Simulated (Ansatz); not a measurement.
# Phonons of GeBW in the AlB2 type

Question: is the lattice of GeBW in the AlB2 type stable, and if so, what are its coupling constant and resistivity?

Program: Ansatz 0.2.0. Level of theory: DFT PBE, scalar-relativistic, plane waves, PAW; PAW set soft_1. Results are calculated unless marked as measured.

This is a report of a sequence of runs, with most program output left out.

The structure was built from a prototype and need not be the compound's stable phase.

### 1. Set-up

Symmetry: P-6m2, No. 187, hexagonal system. Conventional cell: a = 3.682 Å, b = 3.682 Å, c = 3.866 Å, α = 90.00°, β = 90.00°, γ = 120.00°. W has 6 Ge at 2.87 Å and 6 B at 2.87 Å nearest. Nearest to B lie 3 Ge at 2.13 Å and 6 W at 2.87 Å. Nearest to Ge lie 3 B at 2.13 Å and 6 W at 2.87 Å. Farther neighbours are not listed.

As a file:

```cif
data_structure
_symmetry_space_group_name_H-M 'P-6m2'
_symmetry_Int_Tables_number 187
_cell_length_a 3.6816
_cell_length_b 3.6816
_cell_length_c 3.8657
_cell_angle_alpha 90.000
_cell_angle_beta 90.000
_cell_angle_gamma 120.000
_cell_volume 45.38
loop_
_atom_site_label
_atom_site_type_symbol
_atom_site_symmetry_multiplicity
_atom_site_Wyckoff_symbol
_atom_site_fract_x
_atom_site_fract_y
_atom_site_fract_z
_atom_site_occupancy
W1 W 1 a 0.00000 0.00000 0.00000 1
B1 B 1 d 0.33333 0.66667 0.50000 1
Ge1 Ge 1 f 0.66667 0.33333 0.50000 1
```

### 2. Rough relaxation

The start is far from rest, so a relaxation with loose thresholds does the first part.

The input, input.yaml:

```yaml
crystal:
  lattice:
    - [3.68162, 0.0, 0.0]
    - [-1.84081, 3.18838, 0.0]
    - [0.0, 0.0, 3.8657]
  atoms:
    - { symbol: W, position: [0.0, 0.0, 0.0] }
    - { symbol: B, position: [0.33333333, 0.66666667, 0.5] }
    - { symbol: Ge, position: [0.66666667, 0.33333333, 0.5] }
kpoints:
  mp_grid: { grid: [6, 6, 6] }
hamiltonian:
  xc: pbe
  pseudopotentials: { kind: paw, azcp: { folder: soft_1 } }
scf:
  occupations: { method: gaussian, width: 0.1 }
output:
  forces: true
  stress: true
  eigenvalues: true
relax:
  adjacent_minimum: "off"
  f_tol: 0.05
  max_steps: 80
  cell: { stress_tol: 0.5 }
```

The run is started by

```sh
$ ansatz run input.yaml --threads 4 --pin off --max-ram 12288MiB --backend cpu --events-out ev --progress --plain --runs-dir out
```

It took 16 s on 4 threads of Arm Neoverse V1, shared host; peak memory 0.38 GiB; 55 s of CPU time.

The steps of the relaxation:

| step | energy less that of the first step (eV) | largest force component (eV/Å) | pressure (GPa) | volume (Å³) |
| --- | --- | --- | --- | --- |
| 1 | 0.0000 | 0.0000 | -21.87 | 45.38 |
| 2 | -0.4995 | 0.0000 | -10.43 | 40.83 |
| 3 | -0.6489 | 0.0000 | 1.20 | 37.99 |
| 4 | -0.6815 | 0.0000 | 3.20 | 37.47 |
| 5 | -0.6928 | 0.0000 | 0.26 | 37.96 |
| 6 | -0.6948 | 0.0000 | 0.15 | 37.98 |
| 7 | -0.7313 | 0.0000 | -0.86 | 38.04 |
| 8 | -0.8147 | 0.0000 | 1.97 | 37.45 |
| 9 | -0.8508 | 0.0000 | 1.55 | 37.62 |
| 10 | -0.9833 | 0.0000 | 3.60 | 37.36 |
| 11 | -0.9763 | 0.0000 | 9.26 | 36.95 |
| 12 | -1.0523 | 0.0000 | 0.25 | 38.10 |
| 13 | -1.0575 | 0.0000 | 0.20 | 38.19 |
| 14* | -1.0648 | 0.0000 | 0.35 | 38.19 |
| 15 | -1.0653 | 0.0000 | 0.07 | 38.27 |
| 16* | -1.0653 | 0.0000 | 0.07 | 38.27 |

Relaxation steps marked * repeat the geometry before them on a plane-wave basis chosen anew for their cell, so energy and pressure can jump there. Relaxation step 11 was tried and not accepted.

Forces are held to the 12 operations that the run works with; a distortion that breaks them can't arise in this run.

| cell as run | before | after | change |
| --- | --- | --- | --- |
| a (Å) | 3.682 | 4.106 | +11.5 % |
| b (Å) | 3.682 | 4.106 | +11.5 % |
| c (Å) | 3.866 | 2.622 | -32.2 % |
| volume (Å³/atom) | 15.13 | 12.76 | -15.7 % |

Final coordinates:

```
W B Ge
1.0
     4.10585    0.00000    0.00000
    -2.05293    3.55577    0.00000
     0.00000    0.00000    2.62155
W B Ge
1 1 1
Direct
  0.00000 0.00000 0.00000
  0.33333 0.66667 0.50000
  0.66667 0.33333 0.50000
```

Numbers from this step:

```yaml
pressure: 0.06625 GPa
volume_per_atom: 12.76 Å³/atom
metallic_on_mesh: yes
gap_on_the_k_mesh: 0 eV
```

The largest force is now zero by symmetry and the largest stress component 0.34 GPa.

### 3. Relaxation

The structure is brought to rest under this functional.

input.yaml, the sections that differ from step 2:

```yaml
crystal:
  lattice:
    - [4.1058533843, 0.0, 0.0]
    - [-2.0529266922, 3.555773335, 0.0]
    - [0.0, 0.0, 2.62154988]
  atoms:
    - { symbol: W, position: [0.0, 0.0, 0.0] }
    - { symbol: B, position: [0.3333333333, 0.6666666667, 0.5] }
    - { symbol: Ge, position: [0.6666666667, 0.3333333333, 0.5] }
kpoints:
  mp_grid: { grid: [9, 9, 12] }
relax:
  adjacent_minimum: "off"
  f_tol: 0.005
  max_steps: 80
  cell: { stress_tol: 0.05 }
# hamiltonian, scf, output: as in step 2
```

Run time: 10 s. Hardware: 4 threads; peak memory 0.43 GiB.

The steps of the relaxation:

| step | energy less that of the first step (eV) | largest force component (eV/Å) | pressure (GPa) | volume (Å³) |
| --- | --- | --- | --- | --- |
| 1 | 0.0000 | 0.0000 | 1.03 | 38.27 |
| 2 | -0.0020 | 0.0000 | -0.22 | 38.57 |
| 3 | -0.0021 | 0.0000 | 0.11 | 38.51 |
| 4 | -0.0021 | 0.0000 | 0.00 | 38.53 |
| 5 | -0.0022 | 0.0000 | 0.00 | 38.53 |

The log counts 1 steps on a newly chosen plane-wave basis, not all of them marked here; energy and pressure can jump at such steps.

| conventional cell, symmetrised | before | after | change |
| --- | --- | --- | --- |
| a (Å) | 4.106 | 4.126 | +0.5 % |
| b (Å) | 4.106 | 4.126 | +0.5 % |
| c (Å) | 2.622 | 2.613 | -0.3 % |
| volume (Å³/atom) | 12.76 | 12.84 | +0.7 % |

Final coordinates:

```xyz
3
Lattice="4.1264 0.0000 0.0000 -2.0632 3.5736 0.0000 0.0000 0.0000 2.6129" Properties=species:S:1:pos:R:3 pbc="T T T"
W     0.0000    0.0000    0.0000
B     0.0000    2.3824    1.3064
Ge    2.0632    1.1912    1.3064
```

Numbers from this step:

| Property | Result |
| --- | --- |
| pressure | 0.002850 GPa |
| volume per atom | 12.84 Å³/atom |

The largest force is now zero by symmetry and the largest stress component 0.0059 GPa.

### 4. Relaxing tightly for phonons

No force is left; the cell is relaxed once more with another smearing and tight thresholds.

input.yaml, the sections that differ from step 3:

```yaml
crystal:
  lattice:
    - [4.1264355651, 0.0, 0.0]
    - [-2.0632177826, 3.5735980265, 0.0]
    - [0.0, 0.0, 2.6128937964]
  atoms:
    - { symbol: W, position: [0.0, 0.0, 0.0] }
    - { symbol: B, position: [0.3333333333, 0.6666666667, 0.5] }
    - { symbol: Ge, position: [0.6666666667, 0.3333333333, 0.5] }
scf:
  occupations: { method: methfessel_paxton, width: 0.2 }
relax:
  adjacent_minimum: "off"
  f_tol: 0.001
  max_steps: 60
  cell: { stress_tol: 0.01 }
# kpoints, hamiltonian, output: as in step 3
```

The job ended after 8.7 s (4 threads; peak memory 0.43 GiB).

Little changed from the start: no atom moved by 0.005 Å and no cell edge by 0.1 %.

This step gave:

```
pressure : -3.21e-4 GPa
```

The largest force is now zero by symmetry and the largest stress component 8.0e-4 GPa, small enough for phonons.

### 5. Lattice stability: q 2×2×2, k 4×4×6

Couplings are defined for a stable lattice alone, so phonons come first.

The input, input.yaml:

```yaml
crystal:
  lattice:
    - [4.1250964246, 0.0, 0.0]
    - [-2.0625482123, 3.5724382967, 0.0]
    - [0.0, 0.0, 2.6140139503]
  atoms:
    - { symbol: W, position: [0.0, 0.0, 0.0] }
    - { symbol: B, position: [0.3333333333, 0.6666666667, 0.5] }
    - { symbol: Ge, position: [0.6666666667, 0.3333333333, 0.5] }
kpoints:
  mp_grid: { grid: [4, 4, 6] }
hamiltonian:
  xc: pbe
  pseudopotentials: { kind: paw, azcp: { folder: soft_1 } }
scf:
  occupations: { method: methfessel_paxton, width: 0.2 }
output:
  eigenvalues: true
phonons:
  method: dfpt
  qmesh: [2, 2, 2]
  temperatures: { t_max: 1000, t_step: 50 }
  qpath:
    path:
      - [[0.0, 0.0, 0.0], [0.5, 0.0, 0.0], [0.33333333, 0.33333333, 0.0], [0.0, 0.0, 0.0], [0.0, 0.0, 0.5], [0.5, 0.0, 0.5], [0.33333333, 0.33333333, 0.5], [0.0, 0.0, 0.5]]
      - [[0.5, 0.0, 0.5], [0.5, 0.0, 0.0]]
      - [[0.33333333, 0.33333333, 0.5], [0.33333333, 0.33333333, 0.0]]
    npoints: 10
```

The job ended after 23 s (4 threads; peak memory 0.46 GiB).

Numbers from this step:

| Quantity | Value |
| --- | --- |
| share of imaginary modes in the plain interpolation between solved wavevectors | 0.3565 |
| highest frequency, solved or plainly interpolated | 311.6 cm⁻¹ |

Solved on the 2×2×2 mesh alone; all other wavevectors are interpolated. Phonon branches along the path, in cm⁻¹:

| point | branch 1 | branch 2 | branch 3 | branch 4 | branch 5 | branch 6 | branch 7 | branch 8 | branch 9 |
| --- | --- | --- | --- | --- | --- | --- | --- | --- | --- |
| Γ | -214 | 0 | 0 | 0 | 53 | 53 | 138 | 233 | 233 |
| halfway | -198 | -91 | -90 | -44 | 110 | 143 | 153 | 237 | 249 |
| M | -189 | -86 | -85 | -82 | 103 | 109 | 179 | 269 | 275 |
| halfway | -188 | -86 | -84 | -56 | 80 | 105 | 193 | 248 | 292 |
| K | -186 | -88 | -51 | -31 | -21 | 103 | 210 | 234 | 300 |
| halfway | -194 | -100 | -77 | -53 | 106 | 132 | 175 | 228 | 263 |
| Γ | -214 | 0 | 0 | 0 | 53 | 53 | 138 | 233 | 233 |
| halfway | -306 | -72 | -72 | 63 | 126 | 126 | 185 | 220 | 220 |
| A | -387 | -105 | -105 | 88 | 161 | 161 | 214 | 214 | 240 |
| halfway | -426 | -115 | -106 | 112 | 129 | 183 | 222 | 234 | 269 |
| L | -462 | -126 | -108 | 92 | 135 | 186 | 228 | 241 | 312 |
| halfway | -466 | -129 | -105 | 101 | 159 | 196 | 228 | 239 | 298 |
| H | -471 | -132 | -104 | 108 | 184 | 213 | 227 | 229 | 285 |
| halfway | -436 | -119 | -106 | 113 | 124 | 197 | 227 | 233 | 271 |
| A | -387 | -105 | -105 | 88 | 161 | 161 | 214 | 214 | 240 |
| jump to L | -462 | -126 | -108 | 92 | 135 | 186 | 228 | 241 | 312 |
| halfway | -352 | -106 | -98 | 115 | 144 | 153 | 183 | 237 | 291 |
| M | -189 | -86 | -85 | -82 | 103 | 109 | 179 | 269 | 275 |
| jump to H | -471 | -132 | -104 | 108 | 184 | 213 | 227 | 229 | 285 |
| halfway | -358 | -103 | -73 | 61 | 148 | 180 | 197 | 231 | 288 |
| K | -186 | -88 | -51 | -31 | -21 | 103 | 210 | 234 | 300 |

Lowest modes at the softest wavevector of the mesh. Modes at q = (0.500, 0.500, 0.500), with each element's share of the kinetic energy (negative means imaginary):

| mode | frequency (cm⁻¹) | W % | B % | Ge % |
| --- | --- | --- | --- | --- |
| 1 | -462.4 | 0 | 100 | 0 |
| 2 | -126.1 | 92 | 0 | 8 |
| 3 | -107.5 | 100 | 0 | 0 |
| 4 | 91.9 | 0 | 30 | 70 |
| 5 | 134.9 | 26 | 22 | 52 |
| 6 | 186.1 | 2 | 76 | 22 |

Displacements in mode 1 (-462.4 cm⁻¹), the largest set to 1, in the home cell:
```
W1   0.01  0.00  0.00
B2   0.00  0.00 -1.00
Ge3  0.00  0.00  0.00
```

Displacements in mode 5 (134.9 cm⁻¹), the largest set to 1, in the home cell:
```
W1   0.00  0.00 -0.31
B2   1.00 -0.58  0.00
Ge3 -0.59  0.34  0.00
```

Among the solved wavevectors the lowest mode, translations apart, is -462 cm⁻¹, imaginary.

### 6. Phonons by linear response: q 3×3×3, k 6×6×9

An imaginary mode on so few k-points may come from the sampling, so the phonons are repeated with another q and k mesh.

input.yaml, as its differences from that of step 5:

```diff
@@ -10,3 +10,3 @@
 kpoints:
-  mp_grid: { grid: [4, 4, 6] }
+  mp_grid: { grid: [6, 6, 9] }
 hamiltonian:
@@ -20,3 +20,3 @@
   method: dfpt
-  qmesh: [2, 2, 2]
+  qmesh: [3, 3, 3]
   temperatures: { t_max: 1000, t_step: 50 }
```

Wall time 1.9 min (4 threads); peak memory 0.74 GiB; 7.5 min of CPU time.

Numbers from this step:

| Item | Value |
| --- | --- |
| share of imaginary modes in the plain interpolation between solved wavevectors | 0.2359 |
| highest frequency, solved or plainly interpolated | 317.4 cm⁻¹ |

Solved on the 3×3×3 mesh alone; all other wavevectors are interpolated. Phonon branches along the path, in cm⁻¹:

| point | branch 1 | branch 2 | branch 3 | branch 4 | branch 5 | branch 6 | branch 7 | branch 8 | branch 9 |
| --- | --- | --- | --- | --- | --- | --- | --- | --- | --- |
| Γ | -265 | 0 | 0 | 0 | 80 | 80 | 117 | 282 | 282 |
| halfway | -232 | -72 | -58 | 60 | 97 | 144 | 179 | 272 | 295 |
| M | -214 | -103 | -78 | 98 | 99 | 156 | 165 | 300 | 303 |
| halfway | -218 | -110 | -101 | 67 | 95 | 117 | 215 | 283 | 314 |
| K | -221 | -124 | -117 | 35 | 92 | 112 | 233 | 274 | 317 |
| halfway | -226 | -79 | -71 | 61 | 94 | 133 | 205 | 265 | 301 |
| Γ | -265 | 0 | 0 | 0 | 80 | 80 | 117 | 282 | 282 |
| halfway | -285 | -47 | -47 | 140 | 140 | 144 | 194 | 278 | 278 |
| A | -329 | -36 | -36 | 156 | 156 | 217 | 269 | 284 | 284 |
| halfway | -361 | -9 | 63 | 126 | 132 | 218 | 254 | 262 | 269 |
| L | -377 | 40 | 89 | 91 | 146 | 206 | 241 | 252 | 262 |
| halfway | -370 | 48 | 94 | 94 | 158 | 208 | 239 | 253 | 259 |
| H | -363 | 54 | 97 | 97 | 182 | 198 | 239 | 254 | 257 |
| halfway | -364 | 24 | 70 | 118 | 132 | 219 | 253 | 256 | 266 |
| A | -329 | -36 | -36 | 156 | 156 | 217 | 269 | 284 | 284 |
| jump to L | -377 | 40 | 89 | 91 | 146 | 206 | 241 | 252 | 262 |
| halfway | -308 | -59 | 85 | 118 | 134 | 163 | 205 | 265 | 283 |
| M | -214 | -103 | -78 | 98 | 99 | 156 | 165 | 300 | 303 |
| jump to H | -363 | 54 | 97 | 97 | 182 | 198 | 239 | 254 | 257 |
| halfway | -301 | -68 | 56 | 76 | 154 | 191 | 215 | 243 | 288 |
| K | -221 | -124 | -117 | 35 | 92 | 112 | 233 | 274 | 317 |

Lowest modes at the softest wavevector of the mesh. Modes at q = (0.000, 0.333, -0.333), with each element's share of the kinetic energy (negative means imaginary):

| mode | frequency (cm⁻¹) | W % | B % | Ge % |
| --- | --- | --- | --- | --- |
| 1 | -340.3 | 0 | 99 | 1 |
| 2 | -34.6 | 76 | 4 | 20 |
| 3 | 72.7 | 88 | 0 | 11 |
| 4 | 121.5 | 23 | 32 | 45 |
| 5 | 137.0 | 26 | 23 | 51 |
| 6 | 189.2 | 64 | 21 | 14 |

Displacements in mode 1 (-340.3 cm⁻¹), the largest set to 1, in the home cell (x, y, z of the real part, then of the imaginary part):
```
W1   0.00 -0.01  0.00  0.00  0.00  0.00
B2   0.00  0.01  1.00  0.00  0.03  0.00
Ge3  0.00  0.03  0.00  0.00 -0.02  0.01
```

Displacements in mode 6 (189.2 cm⁻¹), the largest set to 1, in the home cell (x, y, z of the real part, then of the imaginary part):
```
W1   0.00 -0.06  0.16  0.00  0.05  0.39
B2   0.00  1.00 -0.01  0.00 -0.02  0.09
Ge3  0.00 -0.01  0.26  0.00 -0.11 -0.14
```

The modes has structure finer than the step of the table below, so its rows give means over 20 cm⁻¹, whole bins alone (the curve runs from -386 to 337 cm⁻¹). Peaks (cm⁻¹: height): B -363.6: 0.00937, -254.4: 0.0078, 141.3: 0.00808, 209.5: 0.00782, 273.2: 0.0355; Ge -72.5: 0.00467, 95.8: 0.0162, 141.3: 0.0181, 209.5: 0.0137, 273.2: 0.0158; W -36.1: 0.0112, 86.7: 0.0230, 141.3: 0.0118, 214.1: 0.0101.

Phonopy on the run's constants, 15x15x21 mesh, Gaussian sigma 5.2 cm⁻¹. The modes by wavenumber; means over each step; values in 1/cm⁻¹/cell:

| wavenumber (cm⁻¹) | B | Ge | W |
| --- | --- | --- | --- |
| -360 | 0.00843 | 2.7e-5 | 1.8e-5 |
| -340 | 0.00666 | 5.5e-5 | 1.0e-5 |
| -320 | 0.00537 | 5.6e-5 | 1.0e-5 |
| -300 | 0.00485 | 5.7e-5 | 1.2e-5 |
| -280 | 0.00481 | 5.8e-5 | 3.1e-5 |
| -260 | 0.00568 | 8.0e-5 | 1.6e-4 |
| -240 | 0.00567 | 6.4e-5 | 1.9e-4 |
| -220 | 0.00497 | 3.5e-5 | 1.2e-4 |
| -200 | 2.2e-4 | 1.9e-6 | 2.7e-6 |
| -180 | 0 | 0 | 0 |
| -160 | 0 | 0 | 0 |
| -140 | 1.8e-5 | 2.0e-5 | 1.5e-5 |
| -120 | 4.6e-4 | 5.8e-4 | 8.8e-4 |
| -100 | 0.00102 | 0.00151 | 0.00351 |
| -80 | 0.00172 | 0.00361 | 0.00590 |
| -60 | 0.00141 | 0.00370 | 0.00712 |
| -40 | 7.6e-4 | 0.00278 | 0.0103 |
| -20 | 3.2e-4 | 0.00140 | 0.00771 |
| 0 | 9.2e-5 | 4.2e-4 | 0.00223 |
| 20 | 1.2e-4 | 6.6e-4 | 0.00537 |
| 40 | 3.0e-4 | 0.00163 | 0.0111 |
| 60 | 6.5e-4 | 0.00274 | 0.0143 |
| 80 | 0.00145 | 0.00599 | 0.0203 |
| 100 | 0.00390 | 0.0136 | 0.0115 |
| 120 | 0.00425 | 0.00949 | 0.00745 |
| 140 | 0.00704 | 0.0159 | 0.0102 |
| 160 | 0.00400 | 0.0100 | 0.00544 |
| 180 | 0.00333 | 0.00811 | 0.00495 |
| 200 | 0.00522 | 0.0113 | 0.00780 |
| 220 | 0.00378 | 0.0108 | 0.00714 |
| 240 | 0.00353 | 0.00989 | 0.00376 |
| 260 | 0.0193 | 0.0146 | 0.00136 |
| 280 | 0.0270 | 0.0130 | 7.3e-4 |
| 300 | 0.00979 | 0.00664 | 2.9e-4 |
| 320 | 0.00156 | 0.00125 | 2.0e-5 |

No LO-TO term; unit eigenvectors of the mass-weighted matrix. Modes at Γ, with each element's share of the kinetic energy (negative means imaginary):

| mode | frequency (cm⁻¹) | symmetry | W % | B % | Ge % |
| --- | --- | --- | --- | --- | --- |
| 1 | -265.3 | A2'' | 12 | 84 | 4 |
| 2 | 0.0 | unnamed | 69 | 4 | 27 |
| 3 | 0.0 | unnamed | 69 | 4 | 27 |
| 4 | 0.0 | unnamed | 69 | 4 | 27 |
| 5 | 80.1 | E' | 26 | 41 | 32 |
| 6 | 80.1 | E' | 26 | 41 | 32 |
| 7 | 116.8 | A2'' | 19 | 11 | 69 |
| 8 | 282.0 | E' | 5 | 55 | 41 |
| 9 | 282.0 | E' | 5 | 55 | 41 |

Displacements in mode 1 (-265.3 cm⁻¹), the largest set to 1:
```
W1   0.00  0.00 -0.09
B2   0.00  0.00  1.00
Ge3  0.00  0.00  0.08
```

Displacements in mode 6 (80.1 cm⁻¹), the largest set to 1:
```
W1   0.03 -0.19  0.00
B2  -0.18  1.00  0.00
Ge3 -0.06  0.34  0.00
```

Among the solved wavevectors the lowest mode, translations apart, is -340 cm⁻¹, imaginary.

### 7. Electron–phonon run: q 3×3×3, k 6×6×9, scattering 12×12×12

Phonons, couplings and the Boltzmann equation in one run.

input.yaml, as its differences from that of step 6:

```diff
@@ -28 +28,4 @@
     npoints: 10
+  electrical_resistivity:
+    mesh: [12, 12, 12]
+    temperatures: [20.0, 50.0, 77.0, 100.0, 150.0, 200.0, 300.0, 400.0, 600.0, 800.0]
```

Elapsed: 2.3 min, on 4 threads; peak memory 0.74 GiB.

The run ended with an error.

The program's message: “electrical resistivity: the mode of lowest frequency at the wavevector [0.0000, -0.5000, -0.5000] is imaginary, -377.26 cm⁻¹ (written negative): the force constants describe an unstable lattice; relax …”

The run stops because a mode is imaginary on the scattering mesh, where no scattering rate is defined; denser k meshes, other smearings and, between solved wavevectors, finer q meshes show whether the instability is real.

### 8. What came out

* phonon run of the rows without a label of their own: PBE, q 3×3×3, k 6×6×9
* softest mode on the q mesh: -340 cm⁻¹ at q = (0, 0.333, -0.333)
* highest frequency, solved or plainly interpolated: 317 cm⁻¹

In words: The lattice is dynamically unstable at this level: a mode at q = (0, 0.333, -0.333) is imaginary, 340i cm⁻¹, so no harmonic coupling constant or resistivity is defined for this structure. These meshes are coarse, and single modes of a metal can move by tens of cm⁻¹ with the k mesh. The coarser mesh found an imaginary mode at another wavevector, which this mesh lacks. Spin–orbit coupling, left out here, matters for W. The phonon runs are not spin-polarised. The structure was built by hand as an ordered model, and its stability against other phases was not tested.

[Logs are printed without paths, hosts, clocks, repeated set-up lines and the standing remarks that a program may print on its own settings, such as how far it seeks lower states.]

[Hosts, paths, dates, database ids (printed as entryN), source tags and the programs' standing remarks are cut or masked in the printed files.]
